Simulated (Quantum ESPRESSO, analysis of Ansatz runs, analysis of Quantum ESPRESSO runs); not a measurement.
# Vacancy with four H in Ge: local vibrational mode against experiment (Quantum ESPRESSO), part 2 of 2

Subject: vacancy with four H in Ge. Wanted: its local vibrational mode, in one set-up (LDA, GBRV 1.5 LDA, 32-site cell, LDA lattice, k: 2x2x2 shifted). The model is a cell of 32 host atoms with 1 Ge taken out and 4 H put in. The frequencies come from force constants among the defect atom and its neighbours, with the masses of the isotopes named. A local or semilocal functional is the cheapest first rung.

Quantum ESPRESSO 7.5; LDA, GBRV 1.5 LDA, 32-site cell, LDA lattice, k: 2x2x2 shifted.

So far. Step 2 (Relaxation, charge 0): Neighbours of the added atoms: H32: Ge22 1.54, H33 1.72, H34 1.72 Å; H33: Ge25 1.54, H35 1.72, H32 1.72 Å; H34: Ge26 1.54, H35 1.72, H32 1.72 Å; H35: Ge31 1.54, H33 1.72, H34 1.72 Å.

## Step 3: Atom Ge22 moved by 0.015 A along x

Force constants come from the forces after small displacements; symmetry gives the rest. One such run is shown.

This step: Quantum ESPRESSO plane-wave DFT, LDA, GBRV 1.5 LDA potentials; single point of a defect supercell.

Input file pw.in:

```
&CONTROL
  calculation = 'scf'
  prefix = 'pwscf'
  outdir = './tmp'
  pseudo_dir = './pseudo'
  tprnfor = .true.
  disk_io = 'low'
/
&SYSTEM
  ibrav = 0
  nat = 35
  ntyp = 2
  ecutwfc = 45
  ecutrho = 360
  nbnd = 223
  occupations = 'smearing'
  smearing = 'fd'
  degauss = 0.00073499
/
&ELECTRONS
  conv_thr = 1d-10
  electron_maxstep = 100
  mixing_beta = 0.5
/
ATOMIC_SPECIES
Ge    72.6300 ge_lda_v1.4.uspp.F.UPF
H      1.0080 h_lda_v1.4.uspp.F.UPF
CELL_PARAMETERS angstrom
  -5.6137325727    5.6137325727    5.6137325727
   5.6137325727   -5.6137325727    5.6137325727
   5.6137325727    5.6137325727   -5.6137325727
ATOMIC_POSITIONS crystal
Ge     0.0000000000    0.0000000000    0.5000000000
Ge    -0.0041776623    0.2477287554    0.2477287554
[... 1 atom line left out ...]
Ge     0.0041776623    0.7519064177    0.7519064177
[... 1 atom line left out ...]
Ge     0.2477287554    0.2477287554   -0.0041776623
[... 5 atom lines left out ...]
Ge     0.7519064177    0.0041776623    0.7519064177
[... 2 atom lines left out ...]
Ge     0.7519064177    0.7519064177    0.0041776623
[... 6 atom lines left out ...]
Ge     0.2334046272    0.5013360095    0.5013360095
[... 2 atom lines left out ...]
Ge     0.5000000000    0.2334046272    0.5000000000
Ge     0.5000000000    0.5000000000    0.2334046272
[... 4 atom lines left out ...]
Ge     0.7665953728    0.7665953728    0.7665953728
H      0.3918963343    0.5000000000    0.5000000000
H      0.5000000000    0.3918963343    0.5000000000
H      0.5000000000    0.5000000000    0.3918963343
H      0.6081036657    0.6081036657    0.6081036657
K_POINTS automatic
2 2 2 1 1 1
```

On the command line:

```
$ OMP_NUM_THREADS=1 pw.x -in pw.in > pw.out
```

What it wrote:

```text
[banner, memory and clock lines left out]
          URL

     Message from routine setup:
     using ibrav=0 with symmetry is DISCOURAGED, use correct ibrav instead

     G-vector sticks info

     bravais-lattice index     =            0
     lattice parameter (alat)  =      18.3743  a.u.
     unit-cell volume          =    4775.4220 (a.u.)^3
     number of atoms/cell      =           35
     number of atomic types    =            2
     number of electrons       =       438.00
     number of Kohn-Sham states=          223
     kinetic-energy cutoff     =      45.0000  Ry
     charge density cutoff     =     360.0000  Ry
     scf convergence threshold =      1.0E-10
     mixing beta               =       0.5000
     number of iterations used =            8  plain     mixing
     Exchange-correlation=  SLA  PZ   NOGX NOGC
                           (   1   1   0   0   0   0   0)

     celldm(1)=  18.374317  celldm(2)=   0.000000  celldm(3)=   0.000000
     celldm(4)=   0.000000  celldm(5)=   0.000000  celldm(6)=   0.000000

     crystal axes: (cart. coord. in units of alat)
               a(1) = (  -0.577350   0.577350   0.577350 )
               a(2) = (   0.577350  -0.577350   0.577350 )
               a(3) = (   0.577350   0.577350  -0.577350 )

     reciprocal axes: (cart. coord. in units 2 pi/alat)
               b(1) = ( -0.000000  0.866025  0.866025 )
               b(2) = (  0.866025 -0.000000  0.866025 )
               b(3) = (  0.866025  0.866025  0.000000 )

     PseudoPot. # 1 for Ge read from file:
     ge_lda_v1.4.uspp.F.UPF
     Pseudo is Ultrasoft + core correction, Zval = 14.0
     Generated by new atomic code, or converted to UPF format
     Using radial grid of  873 points,  6 beta functions with:
                l(1) =   0
                l(2) =   0
                l(3) =   1
                l(4) =   1
                l(5) =   2
                l(6) =   2
     Q(r) pseudized with  8 coefficients,  rinner =    1.400   1.400   1.400
                                                       1.400   1.400

     PseudoPot. # 2 for H  read from file:
     h_lda_v1.4.uspp.F.UPF
     Pseudo is Ultrasoft, Zval =  1.0
     Generated by new atomic code, or converted to UPF format
     Using radial grid of  615 points,  2 beta functions with:
                l(1) =   0
                l(2) =   0
     Q(r) pseudized with  8 coefficients,  rinner =    0.700

     atomic species   valence    mass     pseudopotential
     Ge               14.00    72.63000     Ge( 1.00)
     H                 1.00     1.00800     H ( 1.00)

      2 Sym. Ops. (no inversion) found

   Cartesian axes

     site n.     atom                  positions (alat units)
         1        Ge     tau(   1) = (   0.2886751   0.2886751  -0.2886751  )
         2        Ge     tau(   2) = (   0.2884645  -0.0024120  -0.0024120  )
         3        Ge     tau(   3) = (   0.2886751  -0.2886751   0.2886751  )
         4        Ge     tau(   4) = (   0.8658148   0.0024120   0.0024120  )
         5        Ge     tau(   5) = (  -0.0024120   0.2884645  -0.0024120  )
         6        Ge     tau(   6) = (  -0.0024120  -0.0024120   0.2884645  )
         7        Ge     tau(   7) = (   0.5797622   0.2888858  -0.0024120  )
         8        Ge     tau(   8) = (   0.5797622  -0.0024120   0.2888858  )
         9        Ge     tau(   9) = (  -0.2886751   0.2886751   0.2886751  )
        10        Ge     tau(  10) = (   0.2888858   0.5797622  -0.0024120  )
[...]
27        Ge     tau(  27) = (   0.1446399  -0.1455382   0.7228884  )
        28        Ge     tau(  28) = (  -0.1455382   0.7228884   0.1446399  )
        29        Ge     tau(  29) = (  -0.1446399   0.4318121   0.4318121  )
        30        Ge     tau(  30) = (  -0.1455382   0.1446399   0.7228884  )
        31        Ge     tau(  31) = (   0.4425940   0.4425940   0.4425940  )
        32        H      tau(  32) = (   0.3510888   0.2262615   0.2262615  )
        33        H      tau(  33) = (   0.2262615   0.3510888   0.2262615  )
        34        H      tau(  34) = (   0.2262615   0.2262615   0.3510888  )
        35        H      tau(  35) = (   0.3510888   0.3510888   0.3510888  )

     number of k points=     3  Fermi-Dirac smearing, width (Ry)=  0.0007
                       cart. coord. in units 2pi/alat
        k(    1) = (   0.4330127   0.4330127   0.4330127), wk =   0.5000000
        k(    2) = (   0.0000000   0.0000000   0.4330127), wk =   1.0000000
        k(    3) = (   0.4330127   0.0000000   0.0000000), wk =   0.5000000

     Dense  grid:   550933 G-vectors     FFT dimensions: ( 120, 120, 120)

     Smooth grid:   194469 G-vectors     FFT dimensions: (  80,  80,  80)

     Initial potential from superposition of free atoms

     starting charge     437.9779, renormalised to     438.0000
     Starting wfcs are  283 randomized atomic wfcs

     Self-consistent Calculation

     iteration #  1     ecut=    45.00 Ry     beta= 0.50
     Davidson diagonalization with overlap
     ethr =  1.00E-02,  avg # of iterations =  2.0

     Threshold (ethr) on eigenvalues was too large:
     Diagonalizing with lowered threshold

     Davidson diagonalization with overlap
     ethr =  1.68E-04,  avg # of iterations =  2.0

     total energy              =   -6610.12646063 Ry
     estimated scf accuracy    <       0.77285115 Ry

     iteration #  2     ecut=    45.00 Ry     beta= 0.50
     Davidson diagonalization with overlap
     ethr =  1.76E-04,  avg # of iterations =  2.0

     total energy              =   -6610.12404784 Ry
     estimated scf accuracy    <       0.13600366 Ry

     iteration #  3     ecut=    45.00 Ry     beta= 0.50
     Davidson diagonalization with overlap
     ethr =  3.11E-05,  avg # of iterations =  5.0

     total energy              =   -6610.13049614 Ry
     estimated scf accuracy    <       0.03800899 Ry

     iteration #  4     ecut=    45.00 Ry     beta= 0.50
     Davidson diagonalization with overlap
     ethr =  8.68E-06,  avg # of iterations = 13.7

     total energy              =   -6610.13753346 Ry
     estimated scf accuracy    <       0.00189064 Ry

     iteration #  5     ecut=    45.00 Ry     beta= 0.50
     Davidson diagonalization with overlap
     ethr =  4.32E-07,  avg # of iterations =  4.0

     total energy              =   -6610.13777228 Ry
     estimated scf accuracy    <       0.00015052 Ry

     iteration #  6     ecut=    45.00 Ry     beta= 0.50
     Davidson diagonalization with overlap
     ethr =  3.44E-08,  avg # of iterations =  3.3

     total energy              =   -6610.13779056 Ry
     estimated scf accuracy    <       0.00002274 Ry

     iteration #  7     ecut=    45.00 Ry     beta= 0.50
     Davidson diagonalization with overlap
     ethr =  5.19E-09,  avg # of iterations =  3.0

     total energy              =   -6610.13779512 Ry
     estimated scf accuracy    <       0.00000043 Ry

     iteration #  8     ecut=    45.00 Ry     beta= 0.50
     Davidson diagonalization with overlap
     ethr =  9.74E-11,  avg # of iterations =  5.0

     total energy              =   -6610.13779548 Ry
     estimated scf accuracy    <       0.00000019 Ry

     iteration #  9     ecut=    45.00 Ry     beta= 0.50
     Davidson diagonalization with overlap
     ethr =  4.30E-11,  avg # of iterations =  3.0

     total energy              =   -6610.13779552 Ry
     estimated scf accuracy    <       0.00000005 Ry

     iteration # 10     ecut=    45.00 Ry     beta= 0.50
     Davidson diagonalization with overlap
     ethr =  1.06E-11,  avg # of iterations =  3.0

     total energy              =   -6610.13779553 Ry
     estimated scf accuracy    <       0.00000001 Ry

     iteration # 11     ecut=    45.00 Ry     beta= 0.50
     Davidson diagonalization with overlap
     ethr =  3.15E-12,  avg # of iterations =  3.0

     total energy              =   -6610.13779553 Ry
     estimated scf accuracy    <          3.6E-10 Ry

     iteration # 12     ecut=    45.00 Ry     beta= 0.50
     Davidson diagonalization with overlap
     ethr =  1.00E-13,  avg # of iterations =  3.7

     total energy              =   -6610.13779553 Ry
     estimated scf accuracy    <          1.2E-10 Ry

     iteration # 13     ecut=    45.00 Ry     beta= 0.50
     Davidson diagonalization with overlap
     ethr =  1.00E-13,  avg # of iterations =  2.0

     End of self-consistent calculation

          k = 0.4330 0.4330 0.4330 ( 24424 PWs)   bands (ev):

   -16.8234 -16.8215 -16.8213 -16.8206 -16.8183 -16.8183 -16.8174 -16.8151
   -16.8142 -16.8130 -16.8129 -16.8121 -16.8060 -16.8055 -16.8051 -16.8030
   -16.7965 -16.7962 -16.7960 -16.7957 -16.7956 -16.7857 -16.7853 -16.7850
   -16.7788 -16.7772 -16.7768 -16.7768 -16.7768 -16.7663 -16.7656 -16.7655
   -16.7644 -16.7378 -16.7378 -16.7371 -16.7218 -16.7211 -16.7209 -16.7162
   -16.7157 -16.7151 -16.7111 -16.7111 -16.7086 -16.6968 -16.6967 -16.6965
   -16.6962 -16.6955 -16.6953 -16.6816 -16.6808 -16.6610 -16.6598 -16.6595
   -16.6592 -16.6563 -16.6563 -16.6561 -16.6453 -16.6451 -16.6445 -16.6348
   -16.6339 -16.6337 -16.6326 -16.6322 -16.6321 -16.6312 -16.6311 -16.6309
   -16.6203 -16.6199 -16.6194 -16.6191 -16.6190 -16.6188 -16.6086 -16.6084
[...]
7.2241   7.2265   7.2284   8.8139   8.8145   8.8180   9.0017

          k = 0.0000 0.0000 0.4330 ( 24339 PWs)   bands (ev):

[...]
6.7153   7.1980   7.1983   8.7046   9.5316   9.5333   9.5850

          k = 0.4330 0.0000 0.0000 ( 24339 PWs)   bands (ev):

[...]
0.4672   0.8517   0.8570   0.8626   0.9710   1.2813   2.6053   2.6111
     2.7039   2.9364   3.6819   3.6836   3.6848   3.8411   4.3937   4.4683
     4.4690   4.5444   5.0416   5.0435   5.0531   5.1654   5.2018   5.2022
     5.2167   5.2687   5.2740   5.3049   5.3074   5.4281   5.4314   5.4504
     5.7902   6.3441   6.4359   6.4380   6.4961   6.5620   6.5663   6.5815
     6.7099   7.1955   7.1997   8.7037   9.5297   9.5328   9.5846

     the Fermi energy is     8.0219 ev

!    total energy              =   -6610.13779553 Ry
     estimated scf accuracy    <          1.5E-11 Ry
     smearing contrib. (-TS)   =       0.00000000 Ry
     internal energy E=F+TS    =   -6610.13779553 Ry

     The total energy is F=E-TS. E is the sum of the following terms:
     one-electron contribution =   -4402.35980757 Ry
     hartree contribution      =    2597.54165023 Ry
     xc contribution           =   -1778.71707260 Ry
     ewald contribution        =   -3026.60256559 Ry

     convergence has been achieved in  13 iterations

     Forces acting on atoms (cartesian axes, Ry/au):

     atom    1 type  1   force =    -0.00002399   -0.00003146   -0.00003751
     atom    2 type  1   force =     0.00194698    0.00126288    0.00126288
     atom    3 type  1   force =    -0.00002399   -0.00003751   -0.00003146
     atom    4 type  1   force =     0.00005439    0.00001271    0.00001271
     atom    5 type  1   force =     0.00012229    0.00002333   -0.00003504
     atom    6 type  1   force =     0.00012229   -0.00003504    0.00002333
     atom    7 type  1   force =     0.00170777    0.00144577   -0.00127354
     atom    8 type  1   force =     0.00170777   -0.00127354    0.00144577
     atom    9 type  1   force =     0.00010883   -0.00003288   -0.00003288
     atom   10 type  1   force =    -0.00001470    0.00002734    0.00003105
[...]
atom   31 type  1   force =    -0.00032085   -0.00023797   -0.00023797
     atom   32 type  2   force =     0.00306376   -0.00263880   -0.00263880
     atom   33 type  2   force =    -0.00002813    0.00001635   -0.00016596
     atom   34 type  2   force =    -0.00002813   -0.00016596    0.00001635
     atom   35 type  2   force =     0.00017840    0.00012657    0.00012657

     Total force =     0.011301     Total SCF correction =     0.000024
```

The job ended after 17 min (1 thread of Arm Neoverse V2, shared host; peak memory 3.1 GiB).

At this level the gap is 1.48 eV on the k-mesh of the self-consistent run, which can miss the band edges.

## Step 4: Local vibrational modes

Analysis of the runs above: force constants by central differences of Quantum ESPRESSO plane-wave DFT, LDA, GBRV 1.5 LDA potentials forces among the atoms nearest to a defect, the others at rest.

The modes with the largest weight on the probed atoms (the light atom of a pair), for the masses of each isotope. Modes of the displaced atoms (local only where they lie over the host's phonons):

```tsv
isotopes	mode (cm⁻¹)	share of the defect atoms
H	2068	0.99
H	2014	0.988
H	2014	0.988
H	2014	0.988
H	531.4	0.991
H	531.4	0.991
H	531.4	0.991
H	499.1	0.993
H	499.1	0.993
H	449.4	0.972
H	449.4	0.972
H	449.4	0.972
D	1470	0.98
D	1433	0.975
D	1433	0.975
D	1433	0.975
D	377.9	0.976
D	377.9	0.976
D	377.9	0.976
D	354.7	0.977
D	354.7	0.977
D	323.7	0.906
D	323.7	0.906
D	323.7	0.906
```

## Step 5: What came out

| Property | Result |
| --- | --- |
| distance from the defect atom to its nearest neighbour | 1.541 Å |
| Ge-H stretch, T2 | 2014 cm⁻¹ |

What this shows: Ge-H stretch, T2: computed 2014 cm⁻¹, measured 2061.5 cm⁻¹; 48 cm⁻¹ (2 %) below the measurement. The computed value is harmonic, while the measured line is the anharmonic fundamental, which for X–H stretches usually lies a few per cent lower. Only the named neighbours move, so modes near the host's band are approximate.

[Logs are printed without paths, hosts, clocks, repeated set-up lines and the standing remarks that a program may print on its own settings, such as how far it seeks lower states.]

[Hosts, paths, dates, database ids (printed as entryN), source tags and the programs' standing remarks are cut or masked in the printed files.]

[For some hosts the program warned that the k-mesh of the response run may be too coarse for force constants and the static dielectric constant; such warnings are not shown here.]
